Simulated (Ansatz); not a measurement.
## Ag wire along [110], 23 atoms a period: bands along the axis

Wanted: the relaxed geometry and the bands of the Ag wire along [110], 23 atoms a period.

Calculated with Ansatz 0.2.0; DFT PBE, plane waves, PAW; relaxation of a wire's period; PAW set soft_1, in the first sound run; inputs show where later runs differ.

## 1. The starting structure

The cell holds 23 atoms: 23 Ag. Its edges and angles: a = 19.250 Å, b = 18.538 Å, c = 2.934 Å, α = 90.0°, β = 90.0°, γ = 90.0°. Vacuum lies along a and b. The structure's axis is c.

## 2. Relaxing the period

Band widths follow the bond lengths, so the wire is relaxed first. The atoms and the third cell vector are free; the box across stays fixed as vacuum. A Fermi-Dirac smearing is set since the result may be a metal. The pressure printed is a third of the stress's trace over the whole box, vacuum included; only the stress along the axis is relaxed.

The input, input.yaml:

```yaml
crystal:
  lattice:
    - [19.25, 0.0, 0.0]
    - [0.0, 18.538, 0.0]
    - [0.0, 0.0, 2.9344931419]
  atoms:
    - { symbol: Ag, position: [0.284415584, 0.658295362, 0.0] }
    - { symbol: Ag, position: [0.284415584, 0.49999926, 0.0] }
    - { symbol: Ag, position: [0.5, 0.658295362, 0.0] }
    - { symbol: Ag, position: [0.5, 0.49999926, 0.0] }
    - { symbol: Ag, position: [0.5, 0.816591464, 0.0] }
    - { symbol: Ag, position: [0.715584416, 0.658295362, 0.0] }
    - { symbol: Ag, position: [0.715584416, 0.49999926, 0.0] }
    - { symbol: Ag, position: [0.176623377, 0.420851209, 0.5] }
    - { symbol: Ag, position: [0.176623377, 0.579147311, 0.5] }
    - { symbol: Ag, position: [0.392207792, 0.262555107, 0.5] }
    - { symbol: Ag, position: [0.392207792, 0.420851209, 0.5] }
    - { symbol: Ag, position: [0.392207792, 0.579147311, 0.5] }
    - { symbol: Ag, position: [0.392207792, 0.737443413, 0.5] }
    - { symbol: Ag, position: [0.607792208, 0.262555107, 0.5] }
    - { symbol: Ag, position: [0.607792208, 0.420851209, 0.5] }
    - { symbol: Ag, position: [0.607792208, 0.579147311, 0.5] }
    - { symbol: Ag, position: [0.607792208, 0.737443413, 0.5] }
    - { symbol: Ag, position: [0.823376623, 0.420851209, 0.5] }
    - { symbol: Ag, position: [0.823376623, 0.579147311, 0.5] }
    - { symbol: Ag, position: [0.284415584, 0.341703158, 0.0] }
    - { symbol: Ag, position: [0.5, 0.341703158, 0.0] }
    - { symbol: Ag, position: [0.5, 0.183407056, 0.0] }
    - { symbol: Ag, position: [0.715584416, 0.341703158, 0.0] }
kpoints:
  mp_grid: { grid: [1, 1, 28] }
scf:
  occupations: { method: fermi_dirac, width: 0.05 }
hamiltonian:
  xc: pbe
  pseudopotentials: { kind: paw, azcp: { folder: soft_1 } }
relax:
  cell: { fix: [a, b, alpha, beta, gamma] }
  max_steps: 45
  f_tol: 0.03
```

The run is started by

```sh
$ ansatz run input.yaml --threads 16 --pin off --max-ram 61440MiB --backend cuda --events-out ev --progress --plain --runs-dir out --max-vram 78GiB
```

Numbers of over 12 decimals in the logs are rounded to 6 here.

What it wrote:

```text
Engine: ansatz 0.2.0, aarch64-unknown-linux-gnu
Pseudopotentials: kind: paw
Pseudopotential: Ag, paw, valence charge 19, recommended cutoff 420 eV (normal), soft_1/Ag.paw.azcp
Functional definition: PBE
  parameter kappa = 0.804
  parameter beta = 0.066725
  exchange = pbe_x(kappa = kappa, mu = beta*pi^2/3)
  correlation = pbe_c(beta = beta)
[...]
Crystal: 23 atoms, lattice volume = 1047.193 Å³
Basis set: ecut = 420 eV, 20401 PW (Γ), exchange–correlation on 270×250×40 points (8 copies of the dense FFT grid, shifted against one another)
Bands: 263, of which v1, the nominal top of the filled ones, is band 219 counted from 1 (218 counted from 0)
Symmetry: 8 space group operations
Space group: Pmmm (ITA 47), of the structure as read, at distance tolerance 1.0e-4 Å
k-points: 15 of 28
Non-local potential: Ag, projectors of the file, l = 0: 3, l = 1: 2, l = 2: 2, l = 3: 1
PAW form: soft (Blöchl's): semilocal exchange-correlation on the pseudo side does not see the compensation charge
PAW one-centre angular grid: Ag, 590 points (default); XC on 64 Gauss nodes
Initial density: superposition of atomic densities (neutral atoms: chi_scale 0, normalization atom)
Initial wavefunctions: pseudopotential atomic-orbital guess
[...]
Functional: x = pbe(κ = 0.804, μ = 0.219515), c = pbe(β = 0.066725)
SCF iter   1: F=—  HF=-174581.766818 eV  |F-HF|=—  |Δ(HF+E_count)|=         —  Δρ=3.54e-2  dr2=1.64e1  ethr=3.10e-3  ⟨swp⟩=6.2  Hψ=15039  notcnv=0  defer=262
preconditioner: auto → LDOS  [metal: Δε(μ)=0.012 eV  Ē_g=8.245 eV  σ=0.050 eV  W_gap=0.06  n_scr=208 (ndim 8)  ℏωp=18.3 eV  f_vac=0.550  D(μ)=6.04/eV (n_scr^D=28)  β→1.0]
SCF iter   2: F=—  HF=-174585.965667 eV  |F-HF|=—  |Δ(HF+E_count)|=    4.20e0  Δρ=5.37e-2  dr2=2.73e1  ethr=3.10e-3  ⟨swp⟩=3.0  Hψ=9164  notcnv=0  defer=484
[...]
SCF iter  10: F=-174577.593883 eV  HF=-174577.593883 eV  |F-HF|=1.15e-8  |Δ(HF+E_count)|=   1.08e-7  Δρ=1.35e-6  dr2=1.20e-8  ethr=2.29e-11  ⟨swp⟩=4.0  Hψ=12384  notcnv=0
SCF 1 converged in 10 iterations: F = -174577.593883 eV  dr2 = 1.20e-8
  greatest PAW one-centre occupation: 1.001 electrons in one spin orbital (limit 2), on the Ag atom at site 3 (counted from 0), in its partial waves of l = 0
relax step   1: F+E_penalty+E_count = -174577.59388296 eV  Δ(F+E_penalty+E_count) = +0.000e0 eV  max|allowed force component| = 3.156e-1 eV/Å  Δτ_max = 0.0000 Å  P = -0.973 GPa  Ω = 1047.193 Å³  fix = [a, b, alpha, beta, gamma]  reactions: a -0.799, b -0.729 GPa  (10 SCF iters, dr2 threshold 1.00e-7 eV, accepted)
[...]
Crystal: 23 atoms, lattice volume = 1020.924 Å³
Basis set: ecut = 420 eV, 19985 PW (Γ), exchange–correlation on 270×250×40 points (8 copies of the dense FFT grid, shifted against one another)
[...]
iter 1 solved again at ethr=4.50e-5 eV; its pass at ethr=3.10e-3 eV (dr2=1.97e-1 eV) is discarded
SCF iter   1: F=—  HF=-174577.762718 eV  |F-HF|=—  |Δ(HF+E_count)|=         —  Δρ=4.09e-3  dr2=1.97e-1  ethr=4.50e-5  ⟨swp⟩=3.7  Hψ=20091  notcnv=0
preconditioner: auto → LDOS  [metal: Δε(μ)=0.091 eV  Ē_g=8.766 eV  σ=0.050 eV  W_gap=0.39  n_scr=196 (ndim 8)  ℏωp=18.5 eV  f_vac=0.559  D(μ)=4.61/eV (n_scr^D=20)  β→1.0]
SCF iter   2: F=—  HF=-174577.818586 eV  |F-HF|=—  |Δ(HF+E_count)|=   5.59e-2  Δρ=5.82e-3  dr2=3.71e-1  ethr=4.50e-5  ⟨swp⟩=2.5  Hψ=8322  notcnv=0
[...]
SCF iter   7: F=-174577.720371 eV  HF=-174577.720371 eV  |F-HF|=1.66e-7  |Δ(HF+E_count)|=   4.32e-7  Δρ=4.84e-6  dr2=1.56e-7  ethr=5.26e-10  ⟨swp⟩=4.0  Hψ=12461  notcnv=0
SCF 2 converged in 7 iterations: F = -174577.720371 eV  dr2 = 1.56e-7
relax step   2: F+E_penalty+E_count = -174577.72037148 eV  Δ(F+E_penalty+E_count) = -1.265e-1 eV  max|allowed force component| = 1.233e-1 eV/Å  Δτ_max = 0.1809 Å  P = +0.782 GPa  Ω = 1020.924 Å³  energy of the carried Pulay correction = +4.810e-3 eV  fix = [a, b, alpha, beta, gamma]  reactions: a +0.809, b +0.743 GPa  (7 SCF iters, dr2 threshold 2.30e-6 eV, accepted)
[...]
Crystal: 23 atoms, lattice volume = 1027.616 Å³
[...]
iter 1 solved again at ethr=1.03e-5 eV; its pass at ethr=3.10e-3 eV (dr2=4.51e-2 eV) is discarded
[...]
SCF 3 converged in 7 iterations: F = -174577.783122 eV  dr2 = 7.52e-8
relax step   3: F+E_penalty+E_count = -174577.78312208 eV  Δ(F+E_penalty+E_count) = -6.275e-2 eV  max|allowed force component| = 2.384e-2 eV/Å  Δτ_max = 0.0596 Å  P = -0.064 GPa  Ω = 1027.616 Å³  energy of the carried Pulay correction = +3.573e-3 eV  fix = [a, b, alpha, beta, gamma]  reactions: a -0.043, b -0.065 GPa  (7 SCF iters, dr2 threshold 1.57e-6 eV, accepted)
[...]
SCF 4 converged in 6 iterations: F = -174577.784076 eV  dr2 = 9.55e-9
relax step   4: F+E_penalty+E_count = -174577.78407622 eV  Δ(F+E_penalty+E_count) = -9.541e-4 eV  max|allowed force component| = 2.939e-3 eV/Å  Δτ_max = 0.0109 Å  P = -0.014 GPa  Ω = 1026.266 Å³  energy of the carried Pulay correction = +3.822e-3 eV  fix = [a, b, alpha, beta, gamma]  reactions: a -0.010, b -0.032 GPa  (6 SCF iters, dr2 threshold 1.76e-8 eV, accepted)
[...]
SCF 5 converged in 6 iterations: F = -174577.779939 eV  dr2 = 8.80e-11
relax step   5: F+E_penalty+E_count = -174577.77993938 eV  Δ(F+E_penalty+E_count) = +4.137e-3 eV  max|allowed force component| = 2.982e-3 eV/Å  Δτ_max = 0.0000 Å  P = -0.011 GPa  Ω = 1026.266 Å³  fix = [a, b, alpha, beta, gamma]  reactions: a -0.008, b -0.030 GPa  stress off target by 5.38e-3 GPa on what of the cell is left free  SCF on the basis re-selected at this cell (its energy is not comparable with the rows above)  (6 SCF iters)
[...]
SCF converged after 6 iterations
[...]
k-point 14: bands = ["-88.0314", "-88.0314", "-87.9838", "-87.9838", "-87.9814", "-87.9814", "-87.9664", "-87.9655", "-87.9611", "-87.7416", "-87.7416", "-87.7416", "-87.7416", "-87.7412", "-87.7412", "-87.7412", "-87.7412", "-87.6742", "-87.6742", "-87.6717", "-87.6717", "-87.6534", "-87.6534", "-51.5726", "-51.5720", "-51.5390", "-51.5331", "-51.5269", "-51.5239", "-51.5103", "-51.5044", "-51.5026", "-51.4969", " [...]
--- Relaxed structure (4 steps of the walk, 4 accepted, 1 SCFs on fresh bases) ---
  F+E_penalty+E_count = -174577.77993938 eV   max|allowed force component| = 2.982e-3 eV/Å   (the final SCF, on the basis selected at the relaxed cell)
  cell:  # Å, volume = 1026.2661 Å³
    - [19.25, 0.0, 0.0]
    - [0.0, 18.538, 0.0]
    - [0.0, 0.0, 2.875851]
  atoms:
    - { symbol: Ag, position: [0.283268, 0.660421, 0.0] }
    - { symbol: Ag, position: [0.284407, 0.49999926, 0.0] }
    - { symbol: Ag, position: [0.5, 0.656261, 0.0] }
    - { symbol: Ag, position: [0.5, 0.49999926, 0.0] }
    - { symbol: Ag, position: [0.5, 0.808748, 0.0] }
    - { symbol: Ag, position: [0.716732, 0.660421, 0.0] }
    - { symbol: Ag, position: [0.715593, 0.49999926, 0.0] }
    - { symbol: Ag, position: [0.180193, 0.421524, 0.5] }
    - { symbol: Ag, position: [0.180193, 0.578475, 0.5] }
    - { symbol: Ag, position: [0.389909, 0.263198, 0.5] }
    - { symbol: Ag, position: [0.391474, 0.421037, 0.5] }
    - { symbol: Ag, position: [0.391474, 0.578962, 0.5] }
    - { symbol: Ag, position: [0.389909, 0.736801, 0.5] }
    - { symbol: Ag, position: [0.610091, 0.263198, 0.5] }
    - { symbol: Ag, position: [0.608526, 0.421037, 0.5] }
    - { symbol: Ag, position: [0.608526, 0.578962, 0.5] }
    - { symbol: Ag, position: [0.610091, 0.736801, 0.5] }
    - { symbol: Ag, position: [0.819807, 0.421524, 0.5] }
    - { symbol: Ag, position: [0.819807, 0.578475, 0.5] }
    - { symbol: Ag, position: [0.283268, 0.339578, 0.0] }
    - { symbol: Ag, position: [0.5, 0.343737, 0.0] }
    - { symbol: Ag, position: [0.5, 0.191250, 0.0] }
    - { symbol: Ag, position: [0.716732, 0.339578, 0.0] }
```

Elapsed: 6.9 s, on 1 × NVIDIA GB200 with 16 threads of Arm Neoverse V2, shared host; peak memory 1.4 GiB.

Step by step:

```
step  energy less that of the first step (eV)  largest force component (eV/Å)  pressure (GPa)  volume (Å³)
   1                                   0.0000                          0.3156           -0.97      1047.19
   2                                  -0.1265                          0.1233            0.78      1020.92
   3                                  -0.1892                          0.0238           -0.06      1027.62
   4                                  -0.1902                          0.0029           -0.01      1026.27
   5                                  -0.1861                          0.0030           -0.01      1026.27
```

The log counts 1 steps on a newly chosen plane-wave basis, not all of them marked here; energy and pressure can jump at such steps.

Forces are held to the 8 operations that the run works with; a distortion that breaks them can't arise in this run.

```
cell as run  before  after  change
      c (Å)   2.934  2.876  -2.0 %
```

The atoms that moved most (Å, along periodic axes as changes of fractional coordinates times the final cell, across vacuum about the mean position):

```
atom      dx      dy     dz  length
 Ag5   0.000  -0.145  0.000   0.145
Ag22   0.000   0.145  0.000   0.145
 Ag8   0.069   0.012  0.000   0.070
 Ag9   0.069  -0.012  0.000   0.070
Ag18  -0.069   0.012  0.000   0.070
Ag19  -0.069  -0.012  0.000   0.070
Ag14   0.044   0.012  0.000   0.046
Ag17   0.044  -0.012  0.000   0.046
```

This step gave:

| Property | Result |
| --- | --- |
| energy at zero smearing | -174577.7584 eV |
| cell length along the wire | 2.876 Å |

The cell's length comes to 2.876 Å with spin left out.

## 3. The perfect wire

This step: DFT PBE, plane waves, PAW; bands of a perfect wire; PAW set soft_1 (Ansatz 0.2.0).

At the relaxed period the bands are computed along the axis; those that cross an energy going forward count the channels that a perfect wire would open there.

The input, input.yaml:

```yaml
crystal:
  lattice:
    - [19.25, 0.0, 0.0]
    - [0.0, 18.538, 0.0]
    - [0.0, 0.0, 2.8758508404]
  atoms:
    - { symbol: Ag, position: [0.283267777, 0.660420939, 0.0] }
    - { symbol: Ag, position: [0.28440714, 0.49999926, 0.0] }
    - { symbol: Ag, position: [0.5, 0.656261478, 0.0] }
    - { symbol: Ag, position: [0.5, 0.49999926, 0.0] }
    - { symbol: Ag, position: [0.5, 0.808748068, 0.0] }
    - { symbol: Ag, position: [0.716732223, 0.660420939, 0.0] }
    - { symbol: Ag, position: [0.71559286, 0.49999926, 0.0] }
    - { symbol: Ag, position: [0.180193227, 0.421523876, 0.5] }
    - { symbol: Ag, position: [0.180193227, 0.578474644, 0.5] }
    - { symbol: Ag, position: [0.389908895, 0.263197869, 0.5] }
    - { symbol: Ag, position: [0.391473803, 0.421036535, 0.5] }
    - { symbol: Ag, position: [0.391473803, 0.578961985, 0.5] }
    - { symbol: Ag, position: [0.389908895, 0.736800651, 0.5] }
    - { symbol: Ag, position: [0.610091105, 0.263197869, 0.5] }
    - { symbol: Ag, position: [0.608526197, 0.421036535, 0.5] }
    - { symbol: Ag, position: [0.608526197, 0.578961985, 0.5] }
    - { symbol: Ag, position: [0.610091105, 0.736800651, 0.5] }
    - { symbol: Ag, position: [0.819806773, 0.421523876, 0.5] }
    - { symbol: Ag, position: [0.819806773, 0.578474644, 0.5] }
    - { symbol: Ag, position: [0.283267777, 0.339577581, 0.0] }
    - { symbol: Ag, position: [0.5, 0.343737042, 0.0] }
    - { symbol: Ag, position: [0.5, 0.191250452, 0.0] }
    - { symbol: Ag, position: [0.716732223, 0.339577581, 0.0] }
kpoints:
  mp_grid: { grid: [1, 1, 28] }
  band_path: { path: ["Γ", Z], npoints: 90 }
scf:
  occupations: { method: fermi_dirac, width: 0.05 }
hamiltonian:
  xc: pbe
  pseudopotentials: { kind: paw, azcp: { folder: soft_1 } }
output:
  dos: { e_range: [-5, 4] }
  write_potential: true
  write_density: true
  volumetric_format: npy
```

What it wrote:

```text
[...]
Crystal: 23 atoms, lattice volume = 1026.266 Å³
Basis set: ecut = 420 eV, 20077 PW (Γ)
Bands: 263, of which v1, the nominal top of the filled ones, is band 219 counted from 1 (218 counted from 0)
[... 1 set-up line as in the run before ...]
[...]
k-points: 15 of 28
[...]
SCF iter   1: F=—  HF=-174582.117527 eV  |F-HF|=—  |Δ(HF+E_count)|=         —  Δρ=3.67e-2  dr2=1.68e1  ethr=3.10e-3  ⟨swp⟩=6.4  Hψ=15079  notcnv=0  defer=267
[...]
SCF iter   6: F=—  HF=-174577.782762 eV  |F-HF|=—  |Δ(HF+E_count)|=   7.93e-3  Δρ=9.64e-5  dr2=9.67e-5  ethr=5.18e-7  ⟨swp⟩=2.0  Hψ=5360  notcnv=0  defer=481
[...]
SCF iter   8: F=—  HF=-174577.780375 eV  |F-HF|=—  |Δ(HF+E_count)|=   8.60e-7  Δρ=8.86e-6  dr2=9.31e-7  ethr=3.56e-9  ⟨swp⟩=2.1  Hψ=6426  notcnv=0  defer=481
[...]
SCF iter  10: F=-174577.780375 eV  HF=-174577.780375 eV  |F-HF|=1.03e-8  |Δ(HF+E_count)|=   4.91e-8  Δρ=1.37e-6  dr2=1.42e-8  ethr=2.29e-11  ⟨swp⟩=3.7  Hψ=8631  notcnv=0
SCF 1 converged in 10 iterations: F = -174577.780375 eV  dr2 = 1.42e-8
[...]
NSCF: frozen V_eff on 91 k-points
[...]
SCF converged after 10 iterations
[...]
```

Run time: 10 s. Hardware: 1 × NVIDIA GB200 with 16 threads; peak memory 2.6 GiB; 94 s of CPU time.

This step gave:

```yaml
energy_at_zero_smearing: -174577.7588 eV
band_gap_on_the_path_through_both_edges: 0 eV
```

The electronic bands at the labelled points (eV, zero at the Fermi level; # counts the bands kept):

```
  point    #59    #60    #61    #62    #63    #64    #65    #66
      Γ  -2.33  -2.20  -2.08  -1.94  -1.18  -0.67  -0.61  -0.43
halfway  -0.90  -0.84  -0.62  -0.52   0.05   0.71   0.99   1.01
      Z   0.90   1.05   1.25   1.27   1.35   1.47   1.70   2.26
```

Between Γ and Z the bands cross the Fermi level 17 times, so a perfect wire would conduct at least 17 G₀, with spin left out.

## 4. Outcome

| Property | Result |
| --- | --- |
| cell length, PBE | 2.876 Å |
| ballistic conductance by band crossings, a lower bound, PBE | 17 G₀ |

What this shows: Under PBE the cell's length is 2.88 Å, and the bands cross the Fermi level 17 times between Γ and Z, which gives a perfect wire at least 17 G₀ (opposite crossings within one step of the path cancel in such a count).

[Logs are printed without paths, hosts, clocks, repeated set-up lines and the standing remarks that a program may print on its own settings, such as how far it seeks lower states.]

[Hosts, paths, dates, database ids (printed as entryN), source tags and the programs' standing remarks are cut or masked in the printed files.]
